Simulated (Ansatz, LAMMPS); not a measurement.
# Localised basis functions on liquid 72SiO2-16K2O-12SrO (mol %) at 1500 K (92 atoms), part 2 of 2

Aim: test how closely localised support functions follow the reference on liquid 72SiO2-16K2O-12SrO (mol %) at 1500 K (92 atoms), and at what cost. A setting counts as converged where the r.m.s. difference of forces stays under 1 % of the r.m.s. force.

Ansatz 0.2.0; Kohn-Sham DFT, PBE, PAW (set soft_2), plane waves.

The cell: 23 Si, 10 K, 4 Sr and 55 O. The network of bonds at the start is that of the classical potential that made the cell. Sampling is at Γ alone, for a cell whose shortest periodic width is 11 Å.

So far. Step 4 (Support functions low): Forces differ from the reference by 0.77 meV/Å r.m.s., 0.026 % of their size, well within a tolerance of 1 %; the energy by -4.3 meV/atom. It took roughly 6.2 times the reference's time (one timing each, with unlike analyses asked), in 13 cycles against 11.

## 5. Support functions medium

With localised support functions most steps grow linearly with size, though the diagonalisation grows faster unless the density matrix is cut; this run measures error and cost at this size. Besides, the program derives a nominal cutoff of 464 eV for this run, against the reference's 420.

This step: Kohn-Sham DFT, PBE, PAW (set soft_2), localised support functions (medium) (Ansatz 0.2.0).

Input file input.yaml:

```yaml
crystal:
  lattice:
    - [11.2919, 0.0, 0.0]
    - [0.0, 11.2919, 0.0]
    - [0.0, 0.0, 11.2919]
  atoms:
    [... the 92 atom lines of step 3 ...]
kpoints:
  mp_grid: { grid: [1, 1, 1] }
hamiltonian:
  xc: pbe
scf:
  occupations: { method: fixed }
  eigensolver: { kind: { support_functions: { accuracy: medium } } }
  max_iter: 150
output:
  forces: true
  eigenvalues: true
```

On the command line:

```console
$ ansatz run input.yaml --threads 4 --pin off --max-ram 8192MiB --backend cpu --events-out ev --progress --plain --runs-dir out
```

Output:

```text
[...]
Warning: basis.ecutwfc = 464 eV, auto-derived: no grid that the accuracy of the support functions lays serves the files at the lower one that their records recommend; a deck with other species or settings can derive another value
[...]
Crystal: 92 atoms, lattice volume = 1439.796 Å³
Basis set: ecut = 464 eV, 32675 PW (Γ), exchange–correlation on 180×180×180 points (8 copies of the dense FFT grid, shifted against one another)
Bands: 332, of which v1, the nominal top of the filled ones, is band 276 counted from 1 (275 counted from 0)
Symmetry: 1 space group operations
k-points: 1
[...]
SCF iter   1: F=—  HF=-75450.172132 eV  |F-HF|=—  |Δ(HF+E_count)|=         —  Δρ=9.35e-2  dr2=1.47e2  ethr=1.00e-1
[...]
SCF iter  15: F=-75463.801265 eV  HF=-75463.801265 eV  |F-HF|=7.68e-8  |Δ(HF+E_count)|=   9.44e-8  Δρ=4.90e-6  dr2=7.47e-7  ethr=5.80e-10
SCF 1 converged in 15 iterations: F = -75463.823329 eV  dr2 = 7.47e-7
[...]
SCF converged after 15 iterations
[...]
Free energy (F): -75463.823329 eV
[...]
Internal energy: -75463.823329 eV  (E = F + TS)
E sigma→0 (E₀):  -75463.823329 eV
Fermi energy:    4.884413 eV
[...]
--- Forces (eV/Å), atoms counted from 1 ---
  atom   1  Si     3.69429792     5.93899643     9.31962229
  atom   2  Si    -3.49154760    -3.77946694    -1.50400240
  atom   3  Si    -0.71446426    -2.58217056     1.91917124
  atom   4  Si    -0.30436057     1.88395545     9.07820719
  atom   5  Si     5.51288616     4.75876557    -0.43335441
  atom   6  Si     0.28722036    -4.46937608     0.00593886
  atom   7  Si    -0.86643344     0.84651059     0.90148307
  atom   8  Si    -1.61718470     2.55618919     3.40752899
  atom   9  Si     0.96230960    -3.89988313     5.25231669
  atom  10  Si    -3.14099272     2.58360663    -2.78416047
  atom  11  Si     3.31267343     0.08799689    -2.29406733
  atom  12  Si    -8.90745977     2.56958351     3.21296581
  atom  13  Si     2.66744086    -4.70306798     0.93054449
  atom  14  Si     2.91908244     7.48854957    -1.86781929
[...]
atom  91  O      2.27806666   -12.95870789    -3.38583585
  atom  92  O      1.35461917    -0.54607965    -0.76180488
  max |Σ_I F_I| component: 3.66e-3 eV/Å
--- Band table (eV) ---
[...]
```

The job ended after 3.1 min (4 threads of Arm Neoverse V2, shared host; peak memory 5 GiB).

Keys that differ from the reference: support_functions.accuracy = "medium" and scf.max_iter = 150.

Forces differ from the reference by 0.72 meV/Å r.m.s., 0.024 % of their size, well within a tolerance of 1 %; the energy by -4.3 meV/atom. It took roughly 6.6 times the reference's time (one timing each, with unlike analyses asked), in 15 cycles against 11.

## 6. Support functions medium, radius 3.01 Å

The radius confines each support function; a larger one gives more freedom and more work per atom.

input.yaml, the sections that differ from step 5:

```yaml
scf:
  occupations: { method: fixed }
  eigensolver: { kind: { support_functions: { accuracy: medium, radius: 3.01 } } }
  max_iter: 150
# crystal, kpoints, hamiltonian, output: as in step 5
```

Output:

```text
Warning: scf.eigensolver.kind.support_functions: disabling space-group detection — the functions' gradient is summed over unrotated k-points, so no spatial operation reduces the k-mesh or symmetrises the density; time reversal is kept, so that k and −k are solved as one point where they differ and the mesh holds both, and exact exchange and, on two spinor components, a DFT+U term hold to it where the run has them: [...]
Warning: basis.ecutwfc = 464 eV, auto-derived: no grid that the accuracy of the support functions lays serves the files at the lower one that their records recommend; a deck with other species or settings can derive another value
settings of this run that can trade accuracy for cost: scf.eigensolver.kind.support_functions [...]
Engine: ansatz 0.2.0, aarch64-unknown-linux-gnu
Pseudopotentials: kind: paw
Pseudopotential: Si, paw, valence charge 4, recommended cutoff 420 eV (normal), Si.paw.azcp
Pseudopotential: K, paw, valence charge 9, recommended cutoff 420 eV (normal), K.paw.azcp
Pseudopotential: Sr, paw, valence charge 10, recommended cutoff 420 eV (normal), Sr.paw.azcp
Pseudopotential: O, paw, valence charge 6, recommended cutoff 420 eV (normal), O.paw.azcp
[... 5 lines on functional and potentials left out ...]
Error: SCF: the radius of support functions is under 3.58 Å, the least for these sites at the functions' level (scf.eigensolver.kind.support_functions.accuracy). Use scf.eigensolver.kind: auto, or type scf.eigensolver.kind.support_functions.radius at least as long, [...]
```

Wall time 5.3 s (4 threads); peak memory 0.35 GiB; 16 s of CPU time.

The program refuses radii under 3.58 Å for these atoms at this level.

## 7. All settings compared

Differences are against the plane-wave reference (Kohn-Sham DFT, PBE, PAW (set soft_2), plane waves), whose r.m.s. force component is 2.96 eV/Å. Energies are set beside the reference only for runs with its functional, potentials and electron count. Times are for 4 threads of Arm Neoverse V2, shared host. The reference's time includes the DOS, ELF, the stress and grids, which some other runs skip.

```csv
run,"Δ force, r.m.s. (meV/Å)",share of r.m.s. force (%),Δ energy (meV/atom),Δ gap (eV),cycles,time,host memory (GiB)
reference,-,-,-,-,11,28 s,1.8
support functions low,0.769,0.026,-4.29,9.0e-4,13,2.9 min,4.9
support functions medium,0.721,0.0243,-4.29,2.0e-4,15,3.1 min,5.0
```

## 8. The reference in detail

The comparisons rest on this run, so its electronic structure is set out here.

Length of the force by element and coordination:

| element | coordination | atoms | mean length of the force (eV/Å) | spread | least | most |
| --- | --- | --- | --- | --- | --- | --- |
| K | all | 10 | 1.03 | 0.593 | 0.197 | 2.38 |
| O | all | 55 | 4.09 | 3.15 | 0.339 | 14.5 |
| Si | all | 23 | 5.50 | 3.16 | 0.798 | 12.4 |
| Sr | all | 4 | 1.54 | 0.568 | 0.647 | 2.22 |

Löwdin charges by element and coordination (they lack the spilled electrons, 0.074 e an atom on average):

```csv
element,coordination,atoms,mean charge (e),spread,least,most
K,all,10,0.866,0.0117,0.841,0.885
O,all,55,-0.871,0.0874,-1.06,-0.769
Si,all,23,1.69,0.0613,1.53,1.80
Sr,all,4,1.81,0.0126,1.79,1.82
```

Density of states as counts of states in windows of 1 eV (from the Fermi level), total and the larger projections:

```
from (eV)  to (eV)  total   O p  Si p
      -10       -9   12.5   8.6   1.2
       -9       -8   15.9  11.7   2.4
       -8       -7   22.7  17.2   4.3
       -7       -6   17.8  13.9   2.7
       -6       -5   39.8  33.1   3.4
       -5       -4   56.0  49.5   2.8
       -4       -3   57.6  52.7   1.9
       -3       -2   44.6  41.6   1.0
       -2       -1   34.2  32.2   0.8
       -1        0   15.6  14.6   0.4
        0        1    0.9   0.8   0.0
        1        2    2.0   0.1   0.0
        2        3    3.1   0.2   0.2
        3        4   15.9   1.4   1.7
        4        5   26.2   2.0   4.0
```

With fixed occupations the program's Fermi level is the highest filled level; weight inside the gap is the broadening of levels at its edges.

Between -26 and -10 eV lie 206 more states.

The levels nearest the highest filled one (over half full), pooled over k-points and spins:

| level less the highest filled one (eV) | occupation |
| --- | --- |
| -0.562 | 2 |
| -0.441 | 2 |
| -0.410 | 2 |
| -0.283 | 2 |
| -0.247 | 2 |
| 0 | 2 |
| 1.71 | 0 |
| 2.80 | 0 |
| 3.00 | 0 |
| 3.29 | 0 |
| 3.47 | 0 |
| 3.56 | 0 |

Electrostatic potential energy in the bc plane at fractional x = 0.577, with atoms of Si and K and Sr and O within 0.2 Å of it. With pseudopotentials it is smooth inside the atoms' cores, unlike the true potential.

Ten even steps from '_' (-52 eV) to '@' (9 eV), each cell a mean:
```
@@@@@@@@@@@@@@@@@@@@@@@@@@@@@@@@@@%%==....++%%**++**++--++@@@@@@
@@@@@@@@%%##%%%%%%@@@@@@@@@@%%##****++::--**%%##****++--++@@@@@@
@@@@@@%%--..--##@@@@@@@@@@@@##==::::**##%%@@@@%%%%%%%%%%@@@@@@@@
@@@@@@##::..--##@@@@@@@@@@@@##==..::++%%@@@@@@@@@@@@@@@@@@@@@@@@
@@@@@@%%##**%%@@@@@@@@@@@@@@%%##****##%%@@@@@@@@@@@@@@@@@@@@@@@@
@@@@@@@@@@@@@@@@@@@@@@@@@@@@@@@@@@@@@@@@@@@@@@@@@@%%%%@@@@@@@@@@
@@@@@@@@@@@@@@@@@@@@@@@@@@@@@@@@@@@@@@@@@@@@@@%%##++++##%%@@@@@@
@@@@@@@@@@@@@@@@@@@@@@@@@@@@@@@@@@@@@@@@@@@@@@##--....==##@@@@@@
@@@@@@@@@@@@@@@@@@@@@@@@@@@@@@@@@@@@@@@@@@@@@@##--....==##@@@@@@
@@@@@@@@@@@@@@@@@@@@@@@@@@@@@@@@@@@@@@@@@@@@@@%%##++++##%%@@@@@@
@@@@@@@@@@@@@@@@@@@@@@@@@@@@@@@@@@@@@@@@@@@@@@@@@@@@@@@@@@@@@@@@
@@@@@@%%##%%%%##%%@@@@%%%%**----**@@@@@@@@@@@@@@@@%%@@@@@@@@@@@@
@@%%**--::==**####@@@@@@%%==....++@@@@@@@@@@@@@@++--++%%@@@@@@@@
##%%==______++%%@@@@@@@@@@%%++++%%@@@@@@@@@@@@@@==::--%%@@@@@@%%
%%%%++..__::**%%@@@@@@@@@@@@@@@@@@@@@@@@@@@@@@@@%%####%%%%@@@@@@
@@@@%%##****##%%@@@@@@@@@@@@@@@@@@@@@@@@@@@@@@@@@@@@%%%%%%@@@@@@
@@@@@@@@**::::++%%%%@@@@@@@@@@@@%%######%%@@@@@@@@@@@@@@@@@@@@@@
@@@@@@@@**::::--++--++%%@@@@@@%%**--....++%%@@@@@@@@@@@@@@@@@@@@
%%@@@@@@@@##**==____..++%%@@@@%%==______..##%%@@@@@@@@@@@@@@%%%%
==##%%@@@@@@%%++..__..++%%@@@@%%==______::##%%@@@@@@@@@@%%##==--
__==##@@@@@@@@##++==**%%@@@@@@%%##++====##%%@@@@@@@@@@@@##--____
__--##@@@@@@@@##==++%%@@@@@@@@@@@@%%%%%%%%@@@@@@@@@@@@%%##::____
--**%%@@@@@@@@##==++%%@@@@@@@@@@@@@@@@@@@@@@@@@@@@@@@@@@%%**::..
%%%%@@@@@@@@@@@@%%@@@@@@@@@@@@@@@@@@%%++**%%%%%%##%%%%%%%%%%%%##
```
Columns run along b (11.3 Å; values clipped at the 3rd and 97th percentile), rows up along c (11.3 Å). Atoms in or near the plane, at fractional coordinates: Si at (0.29, 0.20), Si at (0.13, 0.42), K at (0.80, 0.66), Sr at (0.58, 0.21), Sr at (0.97, 0.11), O at (0.18, 0.28), O at (0.61, 0.96), O at (0.16, 0.86), O at (0.46, 0.48).

Valence density in the bc plane at fractional x = 0.577, with atoms of Si and K and Sr and O within 0.2 Å of it. It is the smooth field of the valence electrons, not physical close to the nuclei.

Values in e/Å³, 13 rows by 16 columns, each cell a mean:
```
0.0 0.1 0.5 0.4 0.2 0.1 0.1 0.1 0.5 4.1 3.2 0.4 0.7 2.8 1.4 0.1
0.1 0.7 4.8 2.4 0.2 0.1 0.2 0.3 0.3 0.7 0.4 0.1 0.3 0.6 0.3 0.0
0.0 0.3 1.5 0.7 0.1 0.0 0.1 0.4 0.3 0.2 0.1 0.0 0.1 0.1 0.0 0.0
0.0 0.1 0.0 0.0 0.0 0.0 0.0 0.1 0.1 0.1 0.0 0.2 1.2 1.2 0.1 0.0
0.0 0.0 0.0 0.0 0.0 0.0 0.0 0.0 0.0 0.0 0.0 0.4 3.0 2.9 0.3 0.0
0.0 0.0 0.1 0.2 0.2 0.1 0.2 0.4 0.2 0.0 0.0 0.1 0.5 0.5 0.1 0.0
0.3 0.2 0.3 1.0 0.8 0.2 1.3 4.8 1.3 0.1 0.0 0.3 1.8 1.0 0.1 0.2
0.9 0.3 0.2 0.4 0.2 0.1 0.5 1.7 0.5 0.0 0.0 0.4 2.6 1.6 0.3 0.7
0.2 0.3 1.5 1.5 0.2 0.1 0.1 0.1 0.1 0.1 0.0 0.1 0.2 0.3 0.1 0.2
0.0 0.2 2.7 3.6 0.5 0.3 0.3 0.2 1.1 1.8 0.7 0.1 0.1 0.2 0.1 0.1
0.8 0.1 0.2 0.5 0.3 0.3 0.3 0.2 1.7 2.2 1.1 0.1 0.1 0.1 0.4 1.3
2.0 0.2 0.1 0.7 1.9 0.5 0.1 0.0 0.2 0.5 0.2 0.0 0.0 0.1 1.1 2.3
0.6 0.1 0.1 0.5 1.5 0.4 0.0 0.0 0.1 1.0 0.8 0.2 0.2 0.5 0.5 1.0
```
Columns run along b (11.3 Å), rows up along c (11.3 Å). Atoms in or near the plane, at fractional coordinates: Si at (0.29, 0.20), Si at (0.13, 0.42), K at (0.80, 0.66), Sr at (0.58, 0.21), Sr at (0.97, 0.11), O at (0.18, 0.28), O at (0.61, 0.96), O at (0.16, 0.86), O at (0.46, 0.48).

Mean Löwdin charges: K +0.87, O -0.87, Si +1.69, Sr +1.81 e (they miss 1.2 % of the electrons, so they add up to more than the cell's charge).

## 9. Structure statistics

Bonds and neighbours are counted at the geometry of the runs.

Density 2.62 g/cm³, 15.65 Å³ an atom.

Pair distribution functions g(r), in bins of 0.2 Å:

```csv
r (Å),total,O-O,O-Si,O-K,O-Sr,Si-Si,Si-K
1.40,0.76,0.00,2.54,0.00,0.00,0.00,0.00
1.60,3.05,0.00,10.22,0.00,0.00,0.00,0.00
1.80,0.94,0.00,3.14,0.00,0.00,0.00,0.00
2.00,0.04,0.00,0.12,0.00,0.00,0.00,0.00
2.20,0.00,0.00,0.00,0.00,0.00,0.00,0.00
2.40,0.92,1.73,0.07,1.06,2.74,0.00,0.00
2.60,1.61,3.67,0.00,1.71,1.16,0.00,0.00
2.80,1.24,2.22,0.06,1.95,1.62,0.80,0.00
3.00,0.84,0.59,0.20,1.49,1.75,2.83,0.81
3.20,0.86,0.51,0.53,0.72,1.54,3.84,1.43
3.40,0.83,0.76,0.62,0.71,0.68,0.93,1.94
3.60,0.76,0.52,1.07,0.39,1.21,0.17,0.98
3.80,1.16,0.69,2.08,0.72,0.54,0.16,1.54
4.00,1.06,0.90,1.29,0.79,0.99,0.28,2.02
4.20,1.30,0.73,1.90,1.48,1.18,0.73,1.99
4.40,1.00,0.94,1.23,0.91,1.22,0.90,0.26
4.60,0.98,1.13,0.76,1.03,0.98,1.31,0.58
4.80,0.95,1.18,0.63,1.09,0.91,1.29,0.64
5.00,1.07,1.30,0.85,1.09,1.15,1.45,0.40
5.20,0.96,1.32,0.55,0.85,1.45,1.11,0.45
5.40,1.08,1.27,0.87,1.42,0.91,0.74,1.29
```

A closer look about Sr34, one of the 4 Sr atoms: 12 atoms, nearest first, numbered in the order of the input, with positions taken from that point.

```csv
atom,x,y,z,distance (Å),Löwdin charge (e),Fx,Fy,Fz (eV/Å)
Sr34,0.00,0.00,0.00,0.00,1.82,1.58,0.00,1.56
O42,1.61,1.76,0.52,2.45,-0.98,-1.56,-1.69,-0.79
O48,-0.35,-2.58,-0.12,2.60,-1.04,-3.59,2.62,0.40
K31,-2.07,-0.84,-1.50,2.69,0.85,-0.94,-0.90,-1.99
O68,-1.78,1.51,-1.57,2.81,-1.03,0.31,0.79,0.79
O79,-0.92,-0.83,2.60,2.88,-0.97,1.02,-0.37,-5.09
O60,2.21,-1.88,0.08,2.90,-0.86,2.00,1.75,1.81
O53,1.34,0.18,-2.87,3.17,-0.80,1.10,-2.41,1.21
Si4,1.03,-2.93,-0.72,3.19,1.71,-0.31,1.88,9.08
Si19,2.48,1.57,1.83,3.45,1.53,-1.94,-1.67,0.77
O69,1.36,-2.48,-2.04,3.48,-0.80,1.88,3.39,-9.64
K26,-1.12,3.31,0.83,3.59,0.84,0.05,-0.17,-0.09
```

## 10. What came out

- free energy per atom: -820.2547 eV/atom
- pressure: 7.685 GPa
- r.m.s. force component: 2.96 eV/Å
- gap (highest filled to lowest empty level): 1.71 eV
- wall time of the 3 DFT runs: 6.4 min

**Reading.** Against plane waves at 420 eV, the forces differ by 0.72 meV/Å (0.024 %) with support functions medium. At 92 atoms the fastest of the runs at a preset level, support functions low, takes roughly 6.2 times the time of plane waves (whose run also made extra analyses), in 13 SCF cycles against 11. Differences between support functions and plane waves include what basis error the plane-wave run still has.

Between filled and empty levels lie 1.71 eV (at Γ alone); a semilocal functional tends to put such gaps too low. In a disordered cell it changes from sample to sample and from frame to frame.

**Limits.** The force components of 3.0 eV/Å r.m.s. reflect the temperature of the frame as well as the gap between the generating potential and DFT. The stress is far from hydrostatic: its diagonal is 6.4, 7.2, 9.4 GPa, compression counted positive. The pressure of 7.7 GPa is that of one thermal frame, in which the classical model's bond lengths enter as well as the volume, without the kinetic term. The pressure of a single frame lacks the kinetic term.

[Long decimals in the printed logs are rounded to 6 places.]

[Logs are printed without paths, hosts, clocks, repeated set-up lines and the standing remarks that a program may print on its own settings, such as how far it seeks lower states.]

[Hosts, paths, dates, database ids (printed as entryN), source tags and the programs' standing remarks are cut or masked in the printed files.]
